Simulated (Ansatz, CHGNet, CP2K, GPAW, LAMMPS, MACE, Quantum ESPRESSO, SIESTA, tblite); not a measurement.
# Which run comes nearest? Amorphous 32Ga2O3-68GeO2 (mol %) (69 atoms)

Density of this cell: 3.75 g/cm³. The cell holds 69 atoms: 12 Ga, 13 Ge and 44 O. Cell: a = 10.328 Å, b = 10.328 Å, c = 10.328 Å, α = 90.0°, β = 90.0°, γ = 90.0°. 69 atoms (12 Fe, 13 Ge, 44 O) placed at random at 3.56 g/cm³, melted at 5000 K for 10 ps at fixed volume with the Morse and Coulomb pair potential with partial charges (Pedone, Malavasi, Menziani, Cormack and Segre, J. Phys. Chem. B 110, 11780 (2006)). Quenched from 5000 K to 300 K at 20 K/ps and fixed volume, held 5 ps, then minimised at fixed cell. Then Fe was replaced by Ga and the cell scaled by 1.006 (the potential has no terms for the new elements, so the cell is a start for a DFT relaxation).

Geometry: as built.

The reference, a calculation:

| Item | Value |
| --- | --- |
| method | Kohn-Sham DFT, PBE, PAW, plane waves (Ansatz 0.2.0); cutoff 420 eV, Γ point, fermi-dirac smearing of 0.05 eV; PAW set soft_2 |
| r.m.s. force component | 0.8492 eV/Å |
| longest force | 2.5 eV/Å |
| pressure | -2.494 GPa |
| gap (highest filled to lowest empty level) | 0.8632 eV |
| SCF cycles | 9 |
| time | 6.8 s on 8 threads of Arm Neoverse V2, shared host |
| CPU time | 49 s |

**Question.** The same geometry is run in other programs. How far does each lie from the reference, and what does it cost?
- QE PBE, sssp-1.3.0-efficiency, 60/480 Ry (Quantum ESPRESSO 7.5; 4 MPI ranks)
- CP2K PBE, TZVP-UZH, 600/50 Ry, OT CG (CP2K 2026.2; 4 MPI ranks)
- QE PBE, sssp-1.3.0-efficiency, 30/240 Ry (Quantum ESPRESSO 7.5; 2 MPI ranks)
- SIESTA PBE, SZ, shift 0.01 Ry, mesh 500 Ry (SIESTA 5.4.2; 1 thread)
- QE PBE, gbrv-1.5, 40/200 Ry (Quantum ESPRESSO 7.5; 2 MPI ranks)
- CHGNet 0.3.0 potential (CHGNet 0.3.0; 1 thread)
- CP2K PBE, SZV-MOLOPT-SR, 600/50 Ry, OT CG (CP2K 2026.2; 2 threads)
- MACE MP-0b3 medium potential (MACE MP-0b3 medium; 1 thread)
- GPAW PBE, LCAO dzp, h 0.18 Å (GPAW 26.7.0; 1 thread)
- CP2K GFN1-xTB, OT DIIS (CP2K 2026.2; 1 thread)

Differences are against the plane-wave reference, forces as r.m.s. over components; share is that over the reference's r.m.s. force, slope the least-squares factor from reference forces to these. Total energies of different programs have different zeros and aren't compared.

| run | Δ force, r.m.s. (meV/Å) | share (%) | slope | Δ pressure (GPa) | Δ gap (eV) | cores | CPU time | memory (GiB) |
| --- | --- | --- | --- | --- | --- | --- | --- | --- |
| reference | - | - | - | - | - | 8 | 49 s | 1.5 |
| QE PBE, sssp-1.3.0-efficiency, 60/480 Ry | 26.6 | 3.13 | 0.977 | -0.394 | -0.0112 | 4 | 16 min | 3.2 |
| CP2K PBE, TZVP-UZH, 600/50 Ry, OT CG | 66.8 | 7.87 | 1.003 | 0.648 | -0.0618 | 4 | 14 min | 3.7 |
| QE PBE, sssp-1.3.0-efficiency, 30/240 Ry (coarse) | 448 | 52.8 | 0.666 | -30.2 | -0.0694 | 2 | 4.4 min | 1.1 |
| SIESTA PBE, SZ, shift 0.01 Ry, mesh 500 Ry (coarse) | 691 | 81.4 | 1.528 | 6.94 | -0.441 | 1 | 2.1 min | 0.92 |
| QE PBE, gbrv-1.5, 40/200 Ry | 14.5 | 1.70 | 0.989 | -0.0915 | 0.0102 | 2 | 5.6 min | 1.2 |
| CHGNet 0.3.0 potential | 156 | 18.4 | 0.888 | 0.251 | - | 1 | 3.1 s | 0.88 |
| CP2K PBE, SZV-MOLOPT-SR, 600/50 Ry, OT CG (coarse) | 457 | 53.9 | 1.320 | 8.87 | -0.513 | 2 | 6 min | 1.6 |
| MACE MP-0b3 medium potential | 97.1 | 11.4 | 0.934 | -0.190 | - | 1 | 6.6 s | 0.89 |
| GPAW PBE, LCAO dzp, h 0.18 Å | 369 | 43.5 | 1.194 | - | -0.131 | 1 | 94 s | 1.3 |
| CP2K GFN1-xTB, OT DIIS | 495 | 58.3 | 0.728 | -12.3 | - | 1 | 7.6 s | 0.46 |

Rows marked coarse use a setting chosen to be so.

Times of the machine-learned potentials are mostly Python's start and the loading of weights.

CPU time is summed over cores on a shared host, where runs went side by side, so it is rough. Symmetry, cutoffs, thresholds, outputs and thread counts weren't matched or tuned between programs; memory under MPI is the largest rank's times the ranks.

PBE on plane waves or a grid with other potentials, cutoffs or grids, coarse settings apart, differs from the reference by 1.7 % (QE PBE, gbrv-1.5, 40/200 Ry) to 3.1 % (QE PBE, sssp-1.3.0-efficiency, 60/480 Ry) of the r.m.s. force; this holds the reference's own error, so differences of a few per cent don't tell which side is nearer the exact PBE result (QE's 60 Ry are 816 eV, against the reference's 420 eV). The PBE runs in local orbitals, coarse settings apart, differ by 7.9 % (CP2K PBE, TZVP-UZH, 600/50 Ry, OT CG) to 43 % (GPAW PBE, LCAO dzp, h 0.18 Å); basis, grid and potentials can all enter. Tight binding differs by 58 % (CP2K GFN1-xTB, OT DIIS); it is another model, with fitted parameters of its own, and the xTB methods hold dispersion. Machine-learned potentials differ by 11 % (MACE MP-0b3 medium potential) to 18 % (CHGNet 0.3.0 potential); they were trained on other programs' data. Periodic xTB results under one method name differ between programs and library versions. Machine-learned potentials mimic data converged in k, so the reference's own k-point error enters their differences. The network of bonds at the start is that of the classical potential that made the cell, and needn't be the one that DFT or experiment would give. The electronic-structure runs sample only Γ, in a cell whose shortest periodic width is 10 Å.

[Hosts, paths, dates, database ids (printed as entryN), source tags and the programs' standing remarks are cut or masked in the printed files.]
